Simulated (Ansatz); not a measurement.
# How fast states decay through KMgIF2

A new crystal, KMgIF2: structure, gap and complex bands. It is built by putting I for part of the F in the KMgF3 structure of space group Pm-3m, with the volume rescaled by atomic radii. The parent structure comes from the Materials Project.

Method: r2SCAN DFT, plane waves, PAW files, in the first sound run; inputs show where later runs differ, in Ansatz 0.2.0.

Most raw output is cut from this account.

The structure was built from a prototype and need not be the compound's stable phase.

## (1) Starting point

The structure is tetragonal, space group P4/mmm (No. 123). Conventional cell: a = 4.288 Å, b = 4.288 Å, c = 4.288 Å, α = 90.00°, β = 90.00°, γ = 90.00°. Nearest to K lie 8 F at 3.03 Å and 4 I at 3.03 Å. Nearest to Mg lie 4 F at 2.14 Å and 2 I at 2.14 Å. Nearest to F lie 2 Mg at 2.14 Å and 4 K at 3.03 Å. Nearest to I lie 2 Mg at 2.14 Å and 4 K at 3.03 Å. It derives from KMgF3. I for part of the F in the KMgF3 structure of space group Pm-3m. Farther neighbours and most contacts between anions are not listed.

## (2) Relaxing the new crystal

The substituted atoms don't fit the parent's cell, so cell and atoms relax together. A small smearing keeps the run stable in case the gap closes on the way.

Contents of input.yaml:

```yaml
crystal:
  lattice:
    - [4.2884320363, 0.0, 0.0]
    - [0.0, 4.2884320363, 0.0]
    - [0.0, 0.0, 4.2884320363]
  atoms:
    - { symbol: K, position: [0.5, 0.5, 0.5] }
    - { symbol: Mg, position: [0.0, 0.0, 0.0] }
    - { symbol: F, position: [0.0, 0.5, 0.0] }
    - { symbol: F, position: [0.0, 0.0, 0.5] }
    - { symbol: I, position: [0.5, 0.0, 0.0] }
kpoints:
  mp_grid: { grid: [6, 6, 6] }
scf:
  occupations: { method: gaussian, width: 0.03 }
hamiltonian:
  xc: r2scan
output:
  forces: true
  stress: true
relax:
  f_tol: 0.02
  max_steps: 60
  cell: {}
```

Command:

```console
ansatz run input.yaml --threads 2 --pin off --max-ram 4096MiB --backend cpu --events-out ev --progress --plain --runs-dir out
```

Run time: 79 s. Hardware: 2 threads of Arm Neoverse V2, shared host; peak memory 0.66 GiB; 2.6 min of CPU time.

Step by step:

```csv
step,energy less that of the first step (eV),largest force component (eV/Å),pressure (GPa),volume (Å³)
1,0.0000,0.0000,32.96,78.87
2,-1.6489,0.0000,21.59,83.82
3,-2.7146,0.0000,13.55,88.85
4,-3.3937,0.0000,7.99,93.56
5,-3.7846,0.0000,3.77,98.45
6,-3.9609,0.0000,0.80,102.68
7,-3.9897,0.0000,0.15,103.33
8,-3.9902,0.0000,-0.03,103.71
9*,-4.1037,0.0000,1.37,103.71
10,-4.1393,0.0000,0.67,105.77
11,-4.1511,0.0000,0.13,107.66
12,-4.1516,0.0000,0.02,108.13
13*,-4.1527,0.0000,0.01,108.13
```

Relaxation steps marked * repeat the geometry before them on a plane-wave basis chosen anew for their cell, so energy and pressure can jump there.

Forces are held to the 16 operations that the run works with; a distortion that breaks them can't arise in this run.

```csv
cell as run,before,after,change
a (Å),4.288,5.746,+34.0 %
b (Å),4.288,4.338,+1.2 %
c (Å),4.288,4.338,+1.2 %
volume (Å³/atom),15.77,21.63,+37.1 %
```

The relaxed structure:

```xyz
5
Lattice="5.7460 0.0000 0.0000 0.0000 4.3381 0.0000 0.0000 0.0000 4.3381" Properties=species:S:1:pos:R:3 pbc="T T T"
K     2.8730    2.1690    2.1690
Mg    0.0000    0.0000    0.0000
F     0.0000    2.1690    0.0000
F     0.0000    0.0000    2.1690
I     2.8730    0.0000    0.0000
```

Numbers from this step:

```
free energy  : -12623.1401 eV
Fermi energy : 5.515 eV
pressure     : 0.008083 GPa
```

The largest force component on a free atom ends at 2.3e-29 eV/Å.

## (3) The bulk crystal and its band edges

The energy window and the wavevectors of the next steps follow from the band edges, so these are searched first, off the mesh as well.

Contents of input.yaml:

```yaml
crystal:
  lattice:
    - [5.745988657, 0.0, 0.0]
    - [0.0, 4.3380617266, 0.0]
    - [0.0, 0.0, 4.3380617266]
  atoms:
    - { symbol: K, position: [0.5, 0.5, 0.5] }
    - { symbol: Mg, position: [0.0, 0.0, 0.0] }
    - { symbol: F, position: [0.0, 0.5, 0.0] }
    - { symbol: F, position: [0.0, 0.0, 0.5] }
    - { symbol: I, position: [0.5, 0.0, 0.0] }
kpoints:
  mp_grid: { grid: [6, 6, 6] }
  band_path: { path: [VBM, CBM], npoints: 30 }
scf:
  occupations: { method: fixed }
hamiltonian:
  xc: r2scan
output:
  eigenvalues: true
  write_potential: true
  write_density: true
  volumetric_format: npy
  elf: true
```

Run time: 18 s. Hardware: 2 threads; peak memory 0.59 GiB; 34 s of CPU time.

Numbers from this step:

```yaml
fermi_energy: 3.140 eV
gap_on_the_k_mesh: 4.751 eV
gap_on_path: 4.751 eV, by band count; negative where bands overlap
direct_gap_on_path: 4.751 eV
edge_places_on_path: 0, 0 1/A along the path
```

Levels at VBM (eV): -2.97, -2.95, -2.95, -1.59, -1.38, -1.38, -0.52, 0.00, 0.00, 4.75, 5.74, 7.24.

Electrostatic potential energy in the ac plane at fractional y = 0.000, with atoms of Mg and F and I within 0.2 Å of it. With pseudopotentials it is smooth inside the atoms' cores, unlike the true potential.

Ten even steps from '0' (-52 eV) to '9' (11 eV), each cell a mean:
```
0278876998688850
4689986666789875
8899998777899988
8999999999999998
4699999999999985
2499999999999972
2599999999999973
6899999999999997
8999998888999999
6789987666799987
1478876887689862
0168866998678840
```
Columns run along a (5.7 Å; values clipped at the 3rd and 97th percentile), rows up along c (4.3 Å). Atoms in or near the plane, at fractional coordinates: Mg at (0.00, 0.00), F at (0.00, 0.50), I at (0.50, 0.00).

ELF in the ac plane at fractional y = 0.000, with atoms of Mg and F and I within 0.2 Å of it. It is the smooth field of the valence electrons, not physical close to the nuclei.

Ten even steps from '_' (0.02) to '@' (0.79), each cell a mean:
```
====..--@@%%**--::==##@@%%..::==
::..__--%%@@%%****##%%@@**..__::
::..__..++@@@@%%%%@@@@##::__....
%%##--__..++%%@@@@@@##--__..++%%
@@@@##::__..--++++==::____==@@@@
**@@@@==________________..**@@%%
%%@@%%--____..::::..______++@@@@
@@@@++..__--##%%%%%%++..__::##@@
++==..__--%%@@@@@@@@@@++..__--==
..____::##@@%%####%%@@@@==______
==--__--@@@@##==--++%%@@##....==
--==..--@@%%++::==--##@@%%..--==
```
Columns run along a (5.7 Å), rows up along c (4.3 Å). Atoms in or near the plane, at fractional coordinates: Mg at (0.00, 0.00), F at (0.00, 0.50), I at (0.50, 0.00).

Valence density in the ac plane at fractional y = 0.000, with atoms of Mg and F and I within 0.2 Å of it. It is the smooth field of the valence electrons, not physical close to the nuclei.

Ten steps, logarithmic in the rise over the least value, from '_' (0 e/Å³) to '@' (25 e/Å³), each cell a mean:
```
%%**..__..::++%%%%##--::..__--##
==::____..::--++++==::..____..--
..________..::::::::..________..
--::..______........________..::
**==::____________________..--++
%%**--____________________..==##
##++::____________________..==**
==--..______________________::==
....________..::::....________..
::..______..::--==--::..______..
##==..__..::==####**--..____::**
@@##::__..::++%%@@##==::..__==%%
```
Columns run along a (5.7 Å), rows up along c (4.3 Å). Atoms in or near the plane, at fractional coordinates: Mg at (0.00, 0.00), F at (0.00, 0.50), I at (0.50, 0.00).

The searched edges give 4.75 eV, as on the mesh.

## (4) Complex bands

This step: r2SCAN DFT, plane waves, PAW files; complex bands by layer matching along the plane's normal (Ansatz 0.2.0).

The same crystal is laid in a cell whose first two vectors span the (100) plane (indices of the standard conventional cell, whose axes can be ordered otherwise than in the bulk input). At fixed energy and wavevector in the plane the solver finds all kz, real and complex. A few wavevectors are listed, (0, 0) and (0.5, 0) in units of the plane's reciprocal vectors; the slowest state needn't be among them.

Contents of input.yaml:

```yaml
crystal:
  lattice:
    - [4.338061727, 0.0, 0.0]
    - [0.0, 5.745988657, 0.0]
    - [0.0, 0.0, 4.338061727]
  atoms:
    - { symbol: K, position: [0.5, 0.5, 0.5] }
    - { symbol: Mg, position: [0.0, 0.0, 0.0] }
    - { symbol: F, position: [0.0, 0.0, 0.5] }
    - { symbol: F, position: [0.5, 0.0, 0.0] }
    - { symbol: I, position: [0.0, 0.5, 0.0] }
kpoints:
  mp_grid: { grid: [6, 4, 6] }
scf:
  occupations: { method: fixed }
hamiltonian:
  xc: r2scan
output:
  eigenvalues: true
  transmission:
    leads: [[0, 0]]
    kpoints: [[0.0, 0.0], [0.5, 0.0]]
    e_range: [-1.0, 5.75]
    de: 0.11
```

Run time: 67 s. Hardware: 2 threads; peak memory 0.88 GiB.

Numbers from this step:

* level to which the leads are filled: 2.376 eV from the Fermi level
* decay constant at the filling level, zone centre: 0.3210 Å⁻¹
* decay constant at the filling level, slowest listed point: 0.321 Å⁻¹

K parallel (0, 0); values up to 1.5 1/Å, a degenerate pair printed once or twice; energies at which all values exceed this have no row. Im kz of the slowest decaying states against energy, zero at the highest filled level on the SCF mesh:

```csv
energy (eV),decay 1 (Å⁻¹),decay 2 (Å⁻¹),decay 3 (Å⁻¹),decay 4 (Å⁻¹)
-1.00,0.387,0.417,0.468,0.542
-0.67,0.238,0.476,0.689,0.901
-0.34,0.332,0.527,0.788,0.899
-0.01,0.500,0.558,0.863,0.890
0.32,0.164,0.304,0.577,0.596
0.65,0.221,0.398,0.587,0.665
0.98,0.258,0.454,0.591,0.719
1.31,0.283,0.492,0.588,0.765
1.64,0.301,0.519,0.581,0.794
1.97,0.313,0.538,0.568,0.770
2.30,0.320,0.551,0.551,0.744
2.74,0.322,0.520,0.562,0.707
3.07,0.320,0.490,0.565,0.678
3.40,0.313,0.453,0.566,0.647
3.73,0.301,0.408,0.563,0.615
4.06,0.278,0.356,0.558,0.580
4.39,0.226,0.305,0.543,0.551
4.72,0.0704,0.267,0.504,0.540
5.05,0.227,0.462,0.528,0.928
5.38,0.171,0.418,0.513,0.914
5.71,0.0495,0.372,0.495,0.898
```

K parallel (0.5, 0); values up to 1.5 1/Å, a degenerate pair printed once or twice; energies at which all values exceed this have no row. Table of Im kz of the slowest decaying states by energy, zero at the highest filled level on the SCF mesh:

```csv
energy (eV),decay 1 (Å⁻¹),decay 2 (Å⁻¹),decay 3 (Å⁻¹),decay 4 (Å⁻¹)
-1.000,0.160,0.915,1.26,1.31
-0.450,0.187,0.319,0.391,0.558
-0.010,0.393,0.398,0.590,0.739
0.540,0.458,0.482,0.779,0.909
0.980,0.489,0.517,0.952,1.03
1.530,0.514,0.539,0.991,1.11
1.970,0.527,0.546,0.952,1.11
2.520,0.535,0.546,0.904,1.10
2.960,0.536,0.540,0.865,1.08
3.510,0.526,0.531,0.814,1.02
3.950,0.510,0.523,0.768,0.880
4.500,0.483,0.507,0.705,0.779
5.050,0.445,0.484,0.633,0.691
5.490,0.400,0.461,0.570,0.621
```

At the listed wavevectors the last open channel is at -0.01 eV and the next at +4.83 eV on the grid. At +2.41 eV, the grid energy nearest the filling level (the middle of the gap on the SCF mesh), the slowest state at the listed wavevectors decays with κ = 0.321 Å⁻¹, its amplitude falling by e over 3.1 Å. Through 1 nm of this crystal that state's transmission falls by exp(−2 × 0.321 Å⁻¹ × 10 Å) = 0.0016.

## (5) Band edges at another level, cutoff 420 eV

This step: PBE DFT, plane waves, PAW files (Ansatz 0.2.0).

The edges again with PBE, at the same atoms. Against that run the cutoff is 420 eV against 500.

Contents of input.yaml:

```yaml
crystal:
  lattice:
    - [5.745988657, 0.0, 0.0]
    - [0.0, 4.3380617266, 0.0]
    - [0.0, 0.0, 4.3380617266]
  atoms:
    - { symbol: K, position: [0.5, 0.5, 0.5] }
    - { symbol: Mg, position: [0.0, 0.0, 0.0] }
    - { symbol: F, position: [0.0, 0.5, 0.0] }
    - { symbol: F, position: [0.0, 0.0, 0.5] }
    - { symbol: I, position: [0.5, 0.0, 0.0] }
kpoints:
  mp_grid: { grid: [6, 6, 6] }
  band_path: { path: [VBM, CBM], npoints: 30 }
scf:
  occupations: { method: fixed }
hamiltonian:
  xc: pbe
output:
  eigenvalues: true
```

Run time: 8.2 s. Hardware: 2 threads; peak memory 0.4 GiB.

Numbers from this step:

```
free energy        : -12597.1277 eV
Fermi energy       : 3.494 eV
gap on the k-mesh  : 4.030 eV
gap on path        : 4.030 eV, by band count; negative where bands overlap
direct gap on path : 4.030 eV
```

Levels at VBM (eV): -2.86, -2.81, -2.81, -1.42, -1.20, -1.20, -0.43, 0.00, 0.00, 4.03, 5.23, 6.51, 7.91.

The searched edges give 4.03 eV, as on the mesh.

For the gap on the k-mesh, step 3 gave 4.75 eV; this run, with PBE and cutoff 420 eV, gives 4.03 eV.

## (6) Complex bands at another level, cutoff 420 eV

This step: PBE DFT, plane waves, PAW files; complex bands by layer matching along the plane's normal (Ansatz 0.2.0).

The complex bands at that level, over its own gap, at (0, 0) and (0.5, 0).

Contents of input.yaml:

```yaml
crystal:
  lattice:
    - [4.338061727, 0.0, 0.0]
    - [0.0, 5.745988657, 0.0]
    - [0.0, 0.0, 4.338061727]
  atoms:
    - { symbol: K, position: [0.5, 0.5, 0.5] }
    - { symbol: Mg, position: [0.0, 0.0, 0.0] }
    - { symbol: F, position: [0.0, 0.0, 0.5] }
    - { symbol: F, position: [0.5, 0.0, 0.0] }
    - { symbol: I, position: [0.0, 0.5, 0.0] }
kpoints:
  mp_grid: { grid: [6, 4, 6] }
scf:
  occupations: { method: fixed }
hamiltonian:
  xc: pbe
output:
  eigenvalues: true
  transmission:
    leads: [[0, 0]]
    kpoints: [[0.0, 0.0], [0.5, 0.0]]
    e_range: [-1.0, 5.03]
    de: 0.1
```

Elapsed: 48 s, on 2 threads; peak memory 0.64 GiB.

Numbers from this step:

```yaml
free_energy: -12597.1278 eV
level_to_which_the_leads_are_filled: 2.015 eV from the Fermi level
decay_constant_at_the_filling_level_zone_centre: 0.2997 Å⁻¹
decay_constant_at_the_filling_level_slowest_listed_point: 0.2997 Å⁻¹
```

K parallel (0, 0); values up to 1.5 1/Å, a degenerate pair printed once or twice; energies at which all values exceed this have no row. Im kz of the slowest decaying states against energy, zero at the highest filled level on the SCF mesh:

```csv
energy (eV),decay 1 (Å⁻¹),decay 2 (Å⁻¹),decay 3 (Å⁻¹),decay 4 (Å⁻¹)
-1.00,0.289,0.414,0.420,0.759
-0.80,0.327,0.351,0.380,0.552
-0.50,0.454,0.684,0.871,0.970
-0.30,0.290,0.485,0.748,0.869
0.00,0.00255,0.00386,0.467,0.515
0.20,0.130,0.247,0.528,0.536
0.40,0.177,0.330,0.537,0.589
0.70,0.223,0.404,0.543,0.651
0.90,0.244,0.438,0.544,0.686
1.20,0.268,0.475,0.540,0.731
1.40,0.279,0.493,0.534,0.758
1.60,0.288,0.508,0.527,0.759
1.90,0.298,0.511,0.525,0.734
2.10,0.301,0.497,0.533,0.717
2.40,0.303,0.473,0.542,0.690
2.60,0.302,0.453,0.545,0.672
2.80,0.299,0.431,0.548,0.652
3.10,0.288,0.392,0.548,0.622
3.30,0.276,0.363,0.547,0.600
3.60,0.236,0.322,0.544,0.567
3.80,0.182,0.300,0.540,0.543
4.00,0.0682,0.281,0.518,0.535
4.30,0.253,0.479,0.526,0.928
4.50,0.230,0.451,0.518,0.920
4.80,0.186,0.407,0.505,0.907
5.00,0.141,0.377,0.495,0.898
```

K parallel (0.5, 0); values up to 1.5 1/Å, a degenerate pair printed once or twice; energies at which all values exceed this have no row. The Im kz of the slowest decaying states by energy, zero at the highest filled level on the SCF mesh:

```csv
energy (eV),decay 1 (Å⁻¹),decay 2 (Å⁻¹),decay 3 (Å⁻¹),decay 4 (Å⁻¹)
-1.00,0.169,0.860,1.24,1.27
-0.70,0.244,0.950,1.25,1.30
-0.40,0.232,0.332,0.360,0.482
-0.10,0.370,0.382,0.511,0.632
0.00,0.395,0.396,0.552,0.673
0.20,0.419,0.436,0.627,0.746
0.50,0.447,0.476,0.730,0.842
0.80,0.469,0.502,0.837,0.927
1.10,0.486,0.518,0.993,0.993
1.40,0.498,0.528,0.959,1.08
1.70,0.507,0.534,0.927,1.08
2.00,0.513,0.535,0.897,1.08
2.30,0.516,0.534,0.868,1.07
2.60,0.517,0.530,0.838,1.06
2.90,0.515,0.523,0.807,1.05
3.20,0.512,0.513,0.775,1.04
3.50,0.501,0.506,0.741,0.981
3.80,0.485,0.498,0.706,0.870
4.10,0.465,0.488,0.668,0.802
4.40,0.440,0.476,0.629,0.745
4.70,0.407,0.461,0.588,0.691
5.00,0.360,0.444,0.547,0.638
```

At the listed wavevectors the last open channel is at -0.10 eV and the next at +4.10 eV on the grid. At +2.00 eV, the grid energy nearest the filling level (the middle of the gap on the SCF mesh), the slowest state at the listed wavevectors decays with κ = 0.300 Å⁻¹, its amplitude falling by e over 3.3 Å; the first such run, plane (100), gave 0.321 Å⁻¹.

## (7) A check of the settings: basis.xc_grid = 2

This step: r2SCAN DFT, plane waves, PAW files; complex bands by layer matching along the plane's normal; changed: basis.xc_grid = 2 (Ansatz 0.2.0).

This run repeats an earlier one, its twin (the complex run, plane (100)), with one setting changed (basis.xc_grid; files written aside). It is meant to test whether the numerical route changes the result or only the time. Where the input is shown as a difference, that is against the step before, not the twin.

input.yaml, as its differences from that of step 6:

```diff
@@ -16,3 +16,3 @@
 hamiltonian:
-  xc: pbe
+  xc: r2scan
 output:
@@ -22,3 +22,5 @@
     kpoints: [[0.0, 0.0], [0.5, 0.0]]
-    e_range: [-1.0, 5.03]
-    de: 0.1
+    e_range: [-1.0, 5.75]
+    de: 0.11
+basis:
+  xc_grid: 2
```

Wall time 66 s (2 threads); peak memory 0.78 GiB; 1.8 min of CPU time.

Numbers from this step:

```
free energy                                               : -12623.1401 eV
Fermi energy                                              : 3.140 eV
gap on the k-mesh                                         : 4.751 eV
level to which the leads are filled                       : 2.376 eV from the Fermi level
decay constant at the filling level, zone centre          : 0.3210 Å⁻¹
decay constant at the filling level, slowest listed point : 0.321 Å⁻¹
```

K parallel (0, 0); values up to 1.5 1/Å, a degenerate pair printed once or twice; energies at which all values exceed this have no row. Table of Im kz of the slowest decaying states by energy, zero at the highest filled level on the SCF mesh:

```csv
energy (eV),decay 1 (Å⁻¹),decay 2 (Å⁻¹),decay 3 (Å⁻¹),decay 4 (Å⁻¹)
-1.000,0.387,0.417,0.468,0.542
-0.450,0.218,0.513,0.758,0.901
-0.010,0.500,0.558,0.863,0.890
0.540,0.205,0.372,0.585,0.644
0.980,0.258,0.454,0.591,0.719
1.530,0.296,0.511,0.584,0.793
1.970,0.313,0.538,0.568,0.770
2.520,0.322,0.536,0.557,0.726
2.960,0.321,0.500,0.565,0.688
3.510,0.309,0.439,0.565,0.637
3.950,0.287,0.374,0.560,0.592
4.500,0.194,0.291,0.530,0.548
5.050,0.227,0.462,0.528,0.928
5.490,0.144,0.403,0.507,0.909
```

K parallel (0.5, 0); values up to 1.5 1/Å, a degenerate pair printed once or twice; energies at which all values exceed this have no row. Im kz of the slowest decaying states against energy, zero at the highest filled level on the SCF mesh:

```csv
energy (eV),decay 1 (Å⁻¹),decay 2 (Å⁻¹),decay 3 (Å⁻¹),decay 4 (Å⁻¹)
-1.00,0.160,0.915,1.26,1.31
-0.78,0.211,0.343,0.979,1.27
-0.45,0.187,0.319,0.391,0.558
-0.23,0.323,0.364,0.501,0.657
-0.01,0.393,0.398,0.590,0.739
0.10,0.413,0.418,0.630,0.777
0.32,0.438,0.455,0.705,0.846
0.65,0.467,0.493,0.816,0.940
0.87,0.482,0.510,0.900,0.999
1.20,0.501,0.528,1.02,1.08
1.42,0.510,0.536,1.00,1.11
1.64,0.518,0.541,0.981,1.11
1.97,0.527,0.546,0.952,1.11
2.19,0.531,0.547,0.933,1.10
2.52,0.535,0.546,0.904,1.10
2.74,0.536,0.543,0.885,1.09
3.07,0.535,0.538,0.855,1.08
3.29,0.533,0.534,0.835,1.07
3.51,0.526,0.531,0.814,1.02
3.84,0.515,0.525,0.780,0.905
4.06,0.506,0.520,0.756,0.858
4.39,0.490,0.510,0.718,0.797
4.61,0.477,0.503,0.692,0.761
4.94,0.454,0.489,0.649,0.708
5.16,0.436,0.479,0.618,0.674
5.49,0.400,0.461,0.571,0.621
5.71,0.368,0.448,0.538,0.585
```

The least decay constant is 0.321 Å⁻¹ against 0.321 Å⁻¹ in the twin: no change within 1 %.

## (8) Outcome

```
band gap                                         : 4.75 eV
least decay constant at mid-gap, normal to (100) : 0.321 Å⁻¹
least decay constant, PBE                        : 0.300 Å⁻¹
```

**Reading.** With r2SCAN, the slowest decay at the wavevectors tried is κ = 0.321 Å⁻¹, normal to (100). Through such a film the transmission near mid-gap falls as exp(−2κd), a factor of ten every 3.6 Å. A free electron under a barrier of half the gap would need a mass of 0.17 mₑ to decay at this rate. With PBE the gap goes from 4.75 to 4.03 eV and the decay constant, over the first 2 listed wavevectors, from 0.321 to 0.300 Å⁻¹. The compound is made up by substitution; its stability against other phases and against distortions of the cell's symmetry was not tested. r2SCAN still narrows gaps, if less than LDA and GGA do, while spin-orbit coupling, left out here, narrows them in compounds of heavy elements, so the error in κ can go either way.

[Logs are printed without paths, hosts, clocks, repeated set-up lines and the standing remarks that a program may print on its own settings, such as how far it seeks lower states.]

[Hosts, paths, dates, database ids (printed as entryN), source tags and the programs' standing remarks are cut or masked in the printed files.]
